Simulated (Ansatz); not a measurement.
# Arsenene monolayer in a perpendicular field

Aim: how the arsenene monolayer screens a field along its normal, and what the field does to its bands. A positive field points along +c.

Main program and level: Ansatz 0.2.0; plane-wave DFT, PBE-D3(BJ), Ansatz PAW.

Most raw output is cut from this account.

**1. Starting point**

The cell holds 2 atoms: 2 As. Cell: a = 3.610 Å, b = 3.610 Å, c = 33.800 Å, α = 90.0°, β = 90.0°, γ = 120.0°. Vacuum lies along c.

**2. Relaxation**

The starting cell is a guess, so the in-plane lattice and the atoms are relaxed first, with the slab cut off from its images along the normal.

Contents of input.yaml:

```yaml
crystal:
  lattice:
    - [3.61, 0.0, 0.0]
    - [-1.805, 3.1263517077, 0.0]
    - [0.0, 0.0, 33.799999999]
  atoms:
    - { symbol: As, position: [0.6666666667, 0.3333333333, 0.4792899408] }
    - { symbol: As, position: [0.3333333333, 0.6666666667, 0.5207100592] }
  periodic: [true, true, false]
kpoints:
  mp_grid: { grid: [12, 12, 1] }
hamiltonian:
  xc: pbe
  dispersion: d3bj
scf:
  occupations: { method: fermi_dirac, width: 0.05 }
  convergence: { dr2_threshold: 1.0e-09 }
relax:
  f_tol: 0.004
  max_steps: 90
  cell: {}
output:
  write_potential: true
  write_density: true
  volumetric_format: npy
```

The run is started by

```console
$ ansatz run input.yaml --threads 2 --pin off --max-ram 3072MiB --backend cpu --events-out ev --progress --plain --runs-dir out
```

It took 12 s on 2 threads of Intel Xeon 6975P-C (Granite Rapids), shared host; peak memory 0.65 GiB; 20 s of CPU time.

Relaxation path:

```
step  energy less that of the first step (eV)  largest force component (eV/Å)  volume (Å³)
   1                                   0.0000                          0.1564       381.47
   2                                  -0.0051                          0.0518       376.91
   3                                  -0.0060                          0.0713       371.35
   4                                  -0.0064                          0.0018       373.20
  5*                                  -0.0063                          0.0018       373.20
```

Relaxation steps marked * repeat the geometry before them on a plane-wave basis chosen anew for their cell, so energy and pressure can jump there.

The run keeps the 12 symmetry operations that it works with, so distortions that break them were not tested.

```csv
cell as run,before,after,change
a (Å),3.610,3.571,-1.1 %
b (Å),3.610,3.571,-1.1 %
```

Final coordinates:

```xyz
2
Lattice="3.5707 0.0000 0.0000 -1.7853 3.0923 0.0000 0.0000 0.0000 33.8000" Properties=species:S:1:pos:R:3
As    1.7853    1.0308   16.2010
As    0.0000    2.0615   17.5990
```

The lattice constant a goes from 3.610 to 3.571 Å.

**3. Single point, field 0**

A sawtooth potential applies the field, turning back in the middle of the vacuum. With the dipole correction the typed value is the field outside the slab. The induced dipole is small, so the SCF threshold is tight.

The cell differs from the one that the last finished run ended in (c 33.800 → 19.398 Å).

Contents of input.yaml:

```yaml
crystal:
  lattice:
    - [3.5706647662, 0.0, 0.0]
    - [-1.7853323831, 3.0922863959, 0.0]
    - [0.0, 0.0, 19.3980245292]
  atoms:
    - { symbol: As, position: [0.6666666667, 0.3333333333, 0.4639647706] }
    - { symbol: As, position: [0.3333333333, 0.6666666667, 0.5360352294] }
kpoints:
  mp_grid: { grid: [18, 18, 1] }
  band_path:
    path: [[0, 0, 0], [0.5, 0, 0], [0.33333333, 0.33333333, 0], [0, 0, 0]]
    npoints: 16
hamiltonian:
  xc: pbe
  dispersion: d3bj
scf:
  occupations: { method: fermi_dirac, width: 0.02585 }
  convergence: { dr2_threshold: 1.0e-10 }
efield:
  axis: 3
  dipole_correction: true
  ramp_position: 0.97
  ramp_width: 0.06
  amplitude: 0
output:
  dos: { projected: true, e_range: [-6, 5] }
  write_potential: true
  write_density: true
  volumetric_format: npy
  elf: true
```

The job ended after 6.2 s (2 threads; peak memory 0.53 GiB; 12 s of CPU time).

Numbers from this step:

| Quantity | Value |
| --- | --- |
| gap on the k-mesh | 1.546 eV |
| dipole along the normal | -7.89e-8 e·Å |
| gap along the path | 1.533 eV |
| smallest direct gap along the path | 2.050 eV |
| ionisation energy, upper face | 5.260 eV |
| electron affinity, upper face | 3.726 eV |
| gap, the smaller of path and mesh | 1.533 eV |

Running mean over a fixed 2.7 Å (it still follows the layers) of the planar mean; the ramp of the sawtooth is left out. Electron's electrostatic potential energy less the Fermi level against z:

```csv
z (Å),electron's electrostatic potential energy less the Fermi level (eV)
3.0,4.50
3.5,4.50
4.0,4.50
4.5,4.50
5.0,4.50
5.5,4.49
6.0,4.44
6.5,4.25
7.0,3.53
7.5,2.26
8.0,0.874
8.5,-1.01
9.0,-2.47
9.5,-3.36
10.0,-3.22
10.5,-2.23
11.0,-0.619
11.5,1.20
12.0,2.51
12.5,3.76
13.0,4.31
13.5,4.46
14.0,4.49
14.5,4.50
15.0,4.50
15.5,4.50
16.0,4.50
16.5,4.50
```

The density of states has structure finer than the step of the table below, so its rows give means over 0.2 eV, whole bins alone (the curve runs from -6 to 2.77 eV). Peaks (eV: height): -4.46: 5.01, -2.42: 4.33, -1.42: 3.65, -1.29: 6.32, 1.83: 3.57, 2.27: 2.25, 2.68: 3.54.

The density of states by energy, zero at the Fermi level of the run, which the smearing sets inside the gap; means over each step:

energy (eV), density of states (states/eV a cell) and a bar:
```
     -5.4       0.00 
     -5.2       0.31 ###
     -5.0       0.47 ####
     -4.8       0.54 #####
     -4.6       1.13 ##########
     -4.4       3.50 ##############################
     -4.2       1.17 ##########
     -4.0       0.63 #####
     -3.8       0.92 ########
     -3.6       1.16 ##########
     -3.4       1.67 ##############
     -3.2       1.33 ###########
     -3.0       1.03 #########
     -2.8       1.29 ###########
     -2.6       1.26 ###########
     -2.4       2.35 ####################
     -2.2       1.69 ##############
     -2.0       1.45 ############
     -1.8       1.38 ############
     -1.6       1.38 ############
     -1.4       2.49 #####################
     -1.2       1.81 ################
     -1.0       0.29 ##
     -0.8       0.14 #
     -0.6       0.00 
     -0.4       0.00 
     -0.2       0.00 
      0.0       0.00 
      0.2       0.00 
      0.4       0.00 
      0.6       0.00 
      0.8       0.27 ##
      1.0       0.92 ########
      1.2       1.44 ############
      1.4       1.54 #############
      1.6       1.79 ###############
      1.8       2.50 #####################
      2.0       1.32 ###########
      2.2       0.57 #####
      2.4       0.90 ########
      2.6       2.16 ###################
```

Projected DOS per atom over height of the atomic layer and energy from the Fermi level. Layers: As As from below.

Values in states/eV, 22 rows by 2 columns, each cell a mean:
```
0.91 0.91
0.27 0.27
1.07 1.07
0.74 0.74
0.44 0.44
0.01 0.01
0.00 0.00
0.00 0.00
0.00 0.00
0.15 0.15
1.25 1.25
0.68 0.68
0.88 0.88
0.78 0.78
0.55 0.55
0.74 0.74
0.45 0.45
0.72 0.72
0.93 0.93
0.23 0.23
0.02 0.02
0.00 0.00
```
Columns: height of the atomic layer (Å) from 9 to 10.4; rows upwards: energy from the Fermi level (eV) from -5.96 to 2.77.

Electronic bands along the path, in eV, zero at the Fermi level of the run, which the smearing sets inside the gap:

```
  point  band 13  band 14  band 15  band 16  band 17  band 18  band 19
      Γ    -1.48    -0.76    -0.76     1.29     2.75     2.75     4.00
halfway    -4.10    -1.94    -1.31     0.92     3.56     3.68     4.83
      M    -4.31    -2.69    -2.47     1.18     2.27     3.74     5.43
halfway    -4.65    -3.34    -2.46     1.80     2.90     3.35     5.99
      K    -5.27    -2.87    -2.87     1.11     3.76     3.76     7.28
halfway    -4.11    -3.09    -1.28     1.97     2.71     3.99     5.24
      Γ    -1.48    -0.76    -0.76     1.29     2.75     2.75     4.00
```

ELF in the ca plane at fractional y = 0.333, with atoms of As within 0.2 Å of it. It is the smooth field of the valence electrons, not physical close to the nuclei.

Ten even steps from '0' (0.00) to '9' (0.90), each cell a mean:
```
00000000000000000013688776665432100000000000
00000000000000000146899854554210000000000000
00000000000000000257999632353100000000000000
00000000000000000247999732454200000000000000
00000000000000000125899866665321000000000000
00000000000000000002357766666554310000000000
00000000000000000000011234556677641000000000
00000000000000000000000113455677642000000000
00000000000000000000134455666666531000000000
```
Columns run along c (16.0 Å, from fractional 0.00 to 0.82 of the cell), rows up along a (3.6 Å). Atoms in or near the plane, at fractional coordinates: As at (0.46, 0.67).

Valence density in the ca plane at fractional y = 0.333, with atoms of As within 0.2 Å of it. It is the smooth field of the valence electrons, not physical close to the nuclei.

Values in e/Å³, 5 rows by 16 columns, each cell a mean:
```
 0  0  0  0  0  0  0  0  1  2  0  0  0  0  0  0
 0  0  0  0  0  0  0  0  6 11  0  0  0  0  0  0
 0  0  0  0  0  0  0  0  1  2  0  0  0  0  0  0
 0  0  0  0  0  0  0  0  0  0  0  0  0  0  0  0
 0  0  0  0  0  0  0  0  0  0  0  0  0  0  0  0
```
Columns run along c (16.0 Å, from fractional 0.00 to 0.82 of the cell), rows up along a (3.6 Å). Atoms in or near the plane, at fractional coordinates: As at (0.46, 0.67).

Electrostatic potential energy in the ca plane at fractional y = 0.333, with atoms of As within 0.2 Å of it. With pseudopotentials it is smooth inside the atoms' cores, unlike the true potential.

Ten even steps from '0' (-13 eV) to '9' (3 eV), each cell a mean:
```
99999999999999999999986200256788999999999999
99999999999999999999982034016889999999999999
99999999999999999999971399306899999999999999
99999999999999999999971188206899999999999999
99999999999999999999984000036889999999999999
99999999999999999999997533456678999999999999
99999999999999999999999877653368999999999999
99999999999999999999999887642257999999999999
99999999999999999999998766654568999999999999
```
Columns run along c (16.0 Å, from fractional 0.00 to 0.82 of the cell; values clipped at the 3rd and 97th percentile), rows up along a (3.6 Å). Atoms in or near the plane, at fractional coordinates: As at (0.46, 0.67).

The gap is 1.53 eV, with the valence edge 5.26 eV and the conduction edge 3.73 eV under the upper vacuum level.

**4. Single point, field 0.1 V/Å**

Edit input.yaml of step 3 so:

```diff
@@ -24,5 +24,4 @@
   ramp_width: 0.06
-  amplitude: 0
+  amplitude: 0.1
 output:
-  dos: { projected: true, e_range: [-6, 5] }
   write_potential: true
@@ -30,2 +29 @@
   volumetric_format: npy
-  elf: true
```

Run time: 6.3 s. Hardware: 2 threads; peak memory 0.51 GiB; 12 s of CPU time.

The dipole is 0.0245 e·Å, and the gap 1.533 eV.

**5. Single point, field -0.1 V/Å**

Edit input.yaml of step 4 so:

```diff
@@ -24,3 +24,3 @@
   ramp_width: 0.06
-  amplitude: 0.1
+  amplitude: -0.1
 output:
```

The job ended after 6.1 s (2 threads; peak memory 0.5 GiB).

The dipole is -0.0245 e·Å, and the gap 1.533 eV.

**6. Response, atoms held**

This step: plane-wave DFT, PBE-D3(BJ), Ansatz PAW; response to a field along the normal, atoms held (Ansatz 0.2.0).

The dipoles give the slope, and the difference of two potentials shows where the field is screened.

This step gave:

| Property | Result |
| --- | --- |
| equivalent conductor thickness p/(ε₀AE) | 4.016 Å |
| distance between the outer atoms | 1.398 Å |

The dipole of the cell by applied field:

```csv
applied field (V/Å),dipole of the cell (e·Å)
-0.1000,-0.0245
0.0000,-7.9e-8
0.1000,0.0245
```

Local field over the applied field, running mean. From the potentials at -0.1 and 0.1 V/Å; running mean over 2.5 Å. The local field over applied field by z:

```csv
z (Å),local field over applied field
4.02,0.999
4.45,0.997
4.74,0.995
5.17,0.988
5.60,0.973
6.03,0.941
6.32,0.905
6.75,0.817
7.18,0.690
7.62,0.541
7.90,0.439
8.33,0.286
8.77,0.153
9.05,0.0889
9.48,0.0390
9.91,0.0390
10.35,0.0889
10.63,0.153
11.06,0.286
11.50,0.439
11.78,0.541
12.21,0.690
12.64,0.817
13.08,0.905
13.36,0.941
13.79,0.973
14.23,0.988
14.66,0.995
14.94,0.997
15.37,0.999
```

Electrons, planar mean, per unit field. Table of induced electron density by z:

```csv
z (Å),induced electron density (e/Å³ per V/Å)
4.02,5.1e-6
4.45,1.3e-5
4.74,2.3e-5
5.17,5.7e-5
5.60,1.3e-4
6.03,3.0e-4
6.32,4.9e-4
6.75,0.00102
7.18,0.00194
7.62,0.00307
7.90,0.00340
8.33,0.00209
8.77,0.00106
9.05,9.6e-4
9.48,5.3e-4
9.91,-5.3e-4
10.35,-9.6e-4
10.63,-0.00106
11.06,-0.00209
11.50,-0.00340
11.78,-0.00307
12.21,-0.00194
12.64,-0.00102
13.08,-4.9e-4
13.36,-3.0e-4
13.79,-1.3e-4
14.23,-5.7e-5
14.66,-2.3e-5
14.94,-1.3e-5
15.37,-5.1e-6
```

The smaller of the gaps on the path and on the k-mesh, counted as 0 under 0.03 eV. The gap stays at 1.53 eV for applied field from -0.1 to 0.1 V/Å.

By hand: between -0.1 and 0.1 V/Å the dipole changes by 0.04901 e·Å, a slope of 0.2451 e·Å²/V. A perfect conductor of thickness t has p = ε₀AEt, so t = 180.95 × 0.2451 / 11.042 = 4.02 Å (e/ε₀ = 180.95 V·Å, A in Å²).

The induced dipole is that of a conductor 4.02 Å thick.

**7. Summary of results**

| Item | Value |
| --- | --- |
| gap without field | 1.53 eV |
| ionisation energy, upper face | 5.26 eV |
| electron affinity, upper face | 3.73 eV |
| equivalent conductor thickness, atoms held | 4.02 Å |

What this shows: The induced dipole equals that of a perfect conductor 4.02 Å thick, while the outer atoms lie 1.40 Å apart; an out-of-plane ε follows only once a thickness t is chosen, by 1 − 1/ε = 4.02 Å / t. The gap stays within 0.01 eV of 1.53 eV over the fields run, up to 0.1 V/Å in size. Semilocal functionals give gaps that are too small, and excitons are not included. Spin-orbit coupling is left out.

[Logs are printed without paths, hosts, clocks, repeated set-up lines and the standing remarks that a program may print on its own settings, such as how far it seeks lower states.]

[Hosts, paths, dates, database ids (printed as entryN), source tags and the programs' standing remarks are cut or masked in the printed files.]

[Maps of the electrostatic potential energy from Ansatz leave out the sawtooth potential of an applied field or a dipole correction, so their vacuum need not be flat; planar profiles and work functions include it.]

[The density of states shown here was stored with 400 of the rows of the run's finer table, so its peaks can read low, often by over a quarter, or be missed, and its means over a window can be off by a tenth or more.]
